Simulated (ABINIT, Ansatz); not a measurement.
Records of electronic-structure calculations.

## Quasiparticle gap of BaTiB2O6 (R-3) in ABINIT

The structure is trigonal, space group R-3 (No. 148). Conventional cell: a = 5.021 Å, b = 5.021 Å, c = 16.384 Å, α = 90.00°, β = 90.00°, γ = 120.00°. Nearest to Ba lie 12 O at 2.85 to 3.10 Å. Nearest to Ti lie 6 O at 1.92 Å. Nearest to B lie 3 O at 1.37 Å. O has 1 B at 1.37 Å and 1 Ti at 1.92 Å and 2 Ba at 2.85 to 3.10 Å nearest. Farther neighbours, and contacts between anions beyond the nearest, are not listed.

```xyz
10
Lattice="2.5103 1.4493 5.4615 -2.5103 1.4493 5.4615 0.0000 -2.8986 5.4615" Properties=species:S:1:pos:R:3 pbc="T T T"
Ba    0.0000    0.0000    0.0000
Ti    0.0000    0.0000    8.1922
B     0.0000    0.0000   12.5472
B     0.0000    0.0000    3.8372
O    -1.2569   -0.8967    7.0480
O     1.4050   -0.6402    7.0480
O    -0.1481    1.5368    7.0480
O     1.2569    0.8967    9.3364
O    -1.4050    0.6402    9.3364
O     0.1481   -1.5368    9.3364
```

```
method               : RPA screening on LDA, plane waves, norm-conserving pseudopotentials (and 2 further levels or steps)
program              : ABINIT 10.8.3
settings             : cutoff 38 Ha, PseudoDojo scalar-relativistic 0.4.1 standard, norm-conserving, ngkpt (2, 2, 2), nband 225, ecuteps 6.5 Ha, inclvkb 2, shiftk (0, 0, 0), symchi 1, awtr 1, frequency ppm, 2×2×2 k-mesh
cost                 : 4 runs, 24 min in all on 4 MPI ranks of Intel Xeon Platinum 8259CL at 2.50GHz (Skylake/Cascade Lake), shared host
notes                : The cell and positions come from the Crystallography Open Database and are kept as given unless a step says otherwise. Limits: no spin-orbit coupling. The 2×2×2 mesh is coarse for this cell, which bears on the long-range parts of exchange and screening.
LDA gap              : 2.49 eV, indirect (only 3 meV under the direct gap)
G0W0 gap on the mesh : 4.98 eV
GW settings          : 2×2×2 mesh, 225 bands, screening to 176.9 eV, Godby-Needs plasmon pole
known limits         : short of the basis limit; no spin-orbit coupling; coarse k mesh
```

G0W0 moves the gap on the mesh from 2.49 eV to 4.98 eV (+2.49 eV), with Z of 0.79 and 0.79 at the edges. Local fields lower the RPA ε∞ on this mesh from 4.70 to 4.20; a Γ-centred mesh this coarse tends to raise both, most where the direct gap is narrow, while a short band sum lowers them.

[Long decimals in the printed logs are rounded to 6 places.]

[Logs are printed without paths, hosts, clocks, repeated set-up lines and the standing remarks that a program may print on its own settings, such as how far it seeks lower states.]

[Paths, hosts, dates, memory and timing lines, banners, echoed tables and standing remarks are left out of the program output; an Ansatz launch command may be rebuilt from the run's recorded settings. Measured values are a selection of at most five: reports struck by readers or far from the other reports are left out. None is set beside runs whose start may be inverted or whose files or cutoffs have a known fault.]

[Runs of the session that timed out or met a known fault of the program may be left out.]

[Hosts, paths, dates, database ids (printed as entryN), source tags and the programs' standing remarks are cut or masked in the printed files.]

[G0W0 gaps are taken among the corrected bands and points alone; a level outside them can change the order at an edge.]

[Where Ansatz stands beside ABINIT at settings called matched, ABINIT's density can come from a denser mesh and the files from another edition; pairs whose starting gaps differed by over 0.03 eV were left out, so agreement reads better than it is.]
